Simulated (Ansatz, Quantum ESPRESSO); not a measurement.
# In chain with one bond drawn out by 2.0 Å: ballistic transmission, part 3 of 4

Wanted: the transmission near the Fermi level and the conductance of this junction: In chain with one bond drawn out by 2.0 Å.

Quantum ESPRESSO 7.5; plane-wave DFT, LDA, GBRV ultrasoft pseudopotentials; cross-check by Ansatz 0.2.0 with PAW datasets.

So far. Step 2 (Self-consistent run): The run needed 17 iterations to bring the estimated error under 1e-07 Ry; the largest force on any atom, held or free, is 0.40 eV/Å. Step 3 (Transmission with pwcond.x): At no point does T exceed the number of channels.

### Step 4. The open system, with nz1 = 1

Level of this step: transmission by pwcond, lead and junction from one cell; plane-wave DFT, LDA, GBRV ultrasoft pseudopotentials (Quantum ESPRESSO).

How much does a setting matter? One run is repeated with a change.

cond.w.in reads:

```
&inputcond
  outdir = './out'
  prefixt = 'scf'
  tran_file = 'cond.w.dat'
  bdl = 0.7866666667
  bds = 4.2000000000
  ikind = 1
  ewind = 4.0
  epsproj = 1e-05
  nz1 = 1
  energy0 = 2.0
  denergy = -0.1
/
1
  0.00000000 0.00000000 1.00000000
41
```

Launch:

```sh
OMP_NUM_THREADS=1 mpirun -n 4 pwcond.x -in cond.w.in > cond.w.out
```

The program printed:

```text
[banner, memory and clock lines left out]
Program PWCOND v.7.5 starts
[citation notice left out]

[...]
./out/scf.save/

[...]
negative rho (up, down):  6.167E-03 0.000E+00
     Reading collected, re-writing distributed wavefunctions

===== INPUT FILE containing all the regions =====

     GEOMETRY:

     lattice parameter (alat)  =      14.1729  a.u.
     the volume                =   11957.2052 (a.u.)^3
     the cross section         =     200.8724 (a.u.)^2
     l of the unit cell        =       4.2000 (alat)
     number of atoms/cell      =           10
     number of atomic types    =            1

     crystal axes: (cart. coord. in units of alat)
               a(1) = (  1.0000  0.0000  0.0000 )
               a(2) = (  0.0000  1.0000  0.0000 )
               a(3) = (  0.0000  0.0000  4.2000 )

   Cartesian axes

     site n.     atom                  positions (alat units)
          1        In     tau(  1)=(  0.5000  0.5000  4.2000  )
          2        In     tau(  2)=(  0.5000  0.5000  0.3933  )
          3        In     tau(  3)=(  0.5000  0.5000  0.7867  )
          4        In     tau(  4)=(  0.5000  0.5000  1.1800  )
          5        In     tau(  5)=(  0.5000  0.5000  1.5733  )
          6        In     tau(  6)=(  0.5000  0.5000  2.2333  )
          7        In     tau(  7)=(  0.5000  0.5000  2.6267  )
          8        In     tau(  8)=(  0.5000  0.5000  3.0200  )
          9        In     tau(  9)=(  0.5000  0.5000  3.4133  )
         10        In     tau( 10)=(  0.5000  0.5000  3.8067  )

     nr1s                      =           54
     nr2s                      =           54
     nr3s                      =          225
     nr1sx                     =           54
     nr2sx                     =           54
     nr3sx                     =          225
     nr1                       =           60
     nr2                       =           60
     nr3                       =          250
     nr1x                      =           60
     nr2x                      =           60
     nr3x                      =          250

 _______________________________
  Radii of nonlocal spheres:

     type       ibeta     ang. mom.          radius (alat units)
       In         1         0                    0.1706
       In         2         0                    0.1706
       In         3         1                    0.1706
       In         4         1                    0.1706
       In         5         2                    0.1706
       In         6         2                    0.1706
----- General information -----

--- T calc. with identical leads (ikind=1) ---

     nrx                       =           54
     nry                       =           54
     nz1                       =            1

     energy0               =         2.0E+00
     denergy               =        -1.0E-01
     nenergy               =         41
     ecut2d                =         3.4E+01
     ewind                 =         4.0E+00
     epsproj               =         1.0E-05

     number of k_|| points=    1
                       cryst. coord.
        k(    1) = (   0.0000000   0.0000000), wk =   1.0000000
----- Information about left/right lead -----

     nocros                   =           18
     noins                    =           18
     norb                     =           54
     norbf                    =          162
     nrz                      =           42

      iorb      type   ibeta   ang. mom.   m       position (alat)
        1        1       1        0        1   taunew(   1)=(  0.5000  0.5000  0.0000)
        2        1       2        0        1   taunew(   2)=(  0.5000  0.5000  0.0000)
[...]
54        1       6        2        5   taunew(  54)=(  0.5000  0.5000  0.7867)
    k slab    z(k)  z(k+1)     crossing(iorb=1,norb)
    1   0.0000 0.0187 0.0187   111111111111111111000000000000000000000000000000000000
    2   0.0187 0.0375 0.0187   111111111111111111000000000000000000000000000000000000
[...]
42   0.7679 0.7867 0.0187   000000000000000000000000000000000000111111111111111111
----- Information about scattering region -----

     noins                    =          126
     norb                     =          162
     norbf                    =          162
     nrz                      =          183

      iorb      type   ibeta   ang. mom.   m       position (alat)
        1        1       1        0        1   taunew(   1)=(  0.5000  0.5000 -0.0000)
        2        1       2        0        1   taunew(   2)=(  0.5000  0.5000 -0.0000)
[...]
162        1       6        2        5   taunew( 162)=(  0.5000  0.5000  3.4133)
 ngper, shell number =          545          70
 ngper, n2d =          545         149
---  E-Ef =    2.0000000  k =    0.0000000   0.0000000
---  ie =          1  ik =          1
 Nchannels of the left tip =            3
 Right moving states:
   k1(2pi/a)   k2(2pi/a)   E-Ef (eV)
   0.3153331  -0.0000224   2.0000000
  -0.3156072   0.0000086   2.0000000
  -0.3156072   0.0000086   2.0000000
 Left moving states:
   k1(2pi/a)   k2(2pi/a)   E-Ef (eV)
  -0.3153331  -0.0000224   2.0000000
   0.3156072   0.0000086   2.0000000
   0.3156072   0.0000086   2.0000000

 to transmit
 Band j to band i transmissions and reflections:
    j         i     |T_ij|^2    |R_ij|^2

    1 -->     1     0.49891     0.50109
    1 -->     2     0.00000     0.00000
    1 -->     3     0.00000     0.00000
   Total T_j, R_j =    0.49891  0.50109

    2 -->     1     0.00000     0.00000
    2 -->     2     0.08252     0.86909
    2 -->     3     0.00000     0.04838
   Total T_j, R_j =    0.08252  0.91748

    3 -->     1     0.00000     0.00000
    3 -->     2     0.00000     0.04838
    3 -->     3     0.08252     0.86909
   Total T_j, R_j =    0.08252  0.91748

E-Ef(ev), T(x2 spins) =    2.0000000   1.3279172
---  E-Ef =    1.9000000  k =    0.0000000   0.0000000
---  ie =          2  ik =          1
 Nchannels of the left tip =            3
 Right moving states:
   k1(2pi/a)   k2(2pi/a)   E-Ef (eV)
   0.3074940  -0.0000226   1.9000000
  -0.3337034   0.0000085   1.9000000
  -0.3337034   0.0000085   1.9000000
 Left moving states:
   k1(2pi/a)   k2(2pi/a)   E-Ef (eV)
  -0.3074940  -0.0000226   1.9000000
   0.3337034   0.0000085   1.9000000
   0.3337034   0.0000085   1.9000000

 to transmit
 Band j to band i transmissions and reflections:
    j         i     |T_ij|^2    |R_ij|^2

    1 -->     1     0.46991     0.53009
    1 -->     2     0.00000     0.00000
    1 -->     3     0.00000     0.00000
   Total T_j, R_j =    0.46991  0.53009

    2 -->     1     0.00000     0.00000
    2 -->     2     0.08307     0.85728
    2 -->     3     0.00000     0.05965
   Total T_j, R_j =    0.08307  0.91693

    3 -->     1     0.00000     0.00000
    3 -->     2     0.00000     0.05965
    3 -->     3     0.08307     0.85728
   Total T_j, R_j =    0.08307  0.91693

E-Ef(ev), T(x2 spins) =    1.9000000   1.2720832
---  E-Ef =    1.8000000  k =    0.0000000   0.0000000
---  ie =          3  ik =          1
 Nchannels of the left tip =            3
 Right moving states:
   k1(2pi/a)   k2(2pi/a)   E-Ef (eV)
   0.2996138  -0.0000229   1.8000000
  -0.3520192   0.0000084   1.8000000
  -0.3520192   0.0000084   1.8000000
 Left moving states:
   k1(2pi/a)   k2(2pi/a)   E-Ef (eV)
  -0.2996138  -0.0000229   1.8000000
   0.3520192   0.0000084   1.8000000
   0.3520192   0.0000084   1.8000000

 to transmit
 Band j to band i transmissions and reflections:
    j         i     |T_ij|^2    |R_ij|^2

    1 -->     1     0.44586     0.55414
    1 -->     2     0.00000     0.00000
    1 -->     3     0.00000     0.00000
   Total T_j, R_j =    0.44586  0.55414

    2 -->     1     0.00000     0.00000
    2 -->     2     0.08295     0.84245
    2 -->     3     0.00000     0.07460
   Total T_j, R_j =    0.08295  0.91705

    3 -->     1     0.00000     0.00000
    3 -->     2     0.00000     0.07460
    3 -->     3     0.08295     0.84245
   Total T_j, R_j =    0.08295  0.91705

E-Ef(ev), T(x2 spins) =    1.8000000   1.2235202
[... further energies and points left out ...]
---  E-Ef =   -1.8000000  k =    0.0000000   0.0000000
---  ie =         39  ik =          1
 Nchannels of the left tip =            0
 Right moving states:
   k1(2pi/a)   k2(2pi/a)   E-Ef (eV)
 Left moving states:
   k1(2pi/a)   k2(2pi/a)   E-Ef (eV)

 to transmit
          E-Ef(ev), T =   -1.8000000   0.0000000
---  E-Ef =   -1.9000000  k =    0.0000000   0.0000000
---  ie =         40  ik =          1
 Nchannels of the left tip =            0
 Right moving states:
   k1(2pi/a)   k2(2pi/a)   E-Ef (eV)
 Left moving states:
   k1(2pi/a)   k2(2pi/a)   E-Ef (eV)

 to transmit
          E-Ef(ev), T =   -1.9000000   0.0000000
---  E-Ef =   -2.0000000  k =    0.0000000   0.0000000
---  ie =         41  ik =          1
 Nchannels of the left tip =            0
 Right moving states:
   k1(2pi/a)   k2(2pi/a)   E-Ef (eV)
 Left moving states:
   k1(2pi/a)   k2(2pi/a)   E-Ef (eV)

 to transmit
          E-Ef(ev), T =   -2.0000000   0.0000000
   T_tot     2.00000      0.13279E+01
   T_tot     1.90000      0.12721E+01
   T_tot     1.80000      0.12235E+01
   T_tot     1.70000      0.11801E+01
   T_tot     1.60000      0.11403E+01
   T_tot     1.50000      0.11020E+01
   T_tot     1.40000      0.10621E+01
   T_tot     1.30000      0.10175E+01
   T_tot     1.20000      0.96531E+00
   T_tot     1.10000      0.88345E+00
   T_tot     1.00000      0.91732E+00
   T_tot     0.90000      0.85998E+00
   T_tot     0.80000      0.82648E+00
   T_tot     0.70000      0.80410E+00
   T_tot     0.60000      0.78831E+00
   T_tot     0.50000      0.77371E+00
   T_tot     0.40000      0.75781E+00
   T_tot     0.30000      0.74827E+00
   T_tot     0.20000      0.76799E+00
   T_tot     0.10000      0.87180E+00
   T_tot    -0.00000      0.10060E+01
   T_tot    -0.10000      0.73377E+00
   T_tot    -0.20000      0.47629E+00
   T_tot    -0.30000      0.45488E+00
   T_tot    -0.40000      0.43275E+00
   T_tot    -0.50000      0.41045E+00
   T_tot    -0.60000      0.38846E+00
   T_tot    -0.70000      0.36709E+00
   T_tot    -0.80000      0.34619E+00
   T_tot    -0.90000      0.32452E+00
   T_tot    -1.00000      0.29781E+00
   T_tot    -1.10000      0.25030E+00
   T_tot    -1.20000      0.93671E-01
   T_tot    -1.30000      0.00000E+00
   T_tot    -1.40000      0.00000E+00
   T_tot    -1.50000      0.00000E+00
   T_tot    -1.60000      0.00000E+00
   T_tot    -1.70000      0.00000E+00
   T_tot    -1.80000      0.00000E+00
   T_tot    -1.90000      0.00000E+00
   T_tot    -2.00000      0.00000E+00

[...]
```

Wall time 2.2 min (4 MPI ranks of Arm Neoverse V2, shared host); peak memory 0.42 GiB; 8.9 min of CPU time.

The changed values were drawn from a wide range, not chosen for quality; the comparison shows what they did here together.

Beside the run it was changed from:

| quantity | this run | unchanged run | difference |
| --- | --- | --- | --- |
| transmission at the Fermi level, one spin | 0.5030 | 0.5050 | -0.0020 |
| lead channels at the Fermi level, one spin | 3 | 3 | 0 |
| wall time (s) | 134 | 156 |  |

Over all energies T moves by up to 0.012, at -1.2 eV.

The physical values in this table move by up to 0.39 %.

(Continued in part 4 of 4.)

[Logs are printed without paths, hosts, clocks, repeated set-up lines and the standing remarks that a program may print on its own settings, such as how far it seeks lower states.]

[Hosts, paths, dates, database ids (printed as entryN), source tags and the programs' standing remarks are cut or masked in the printed files.]

[Maps of the electrostatic potential energy from Ansatz leave out the sawtooth potential of an applied field or a dipole correction, so their vacuum need not be flat; planar profiles and work functions include it.]
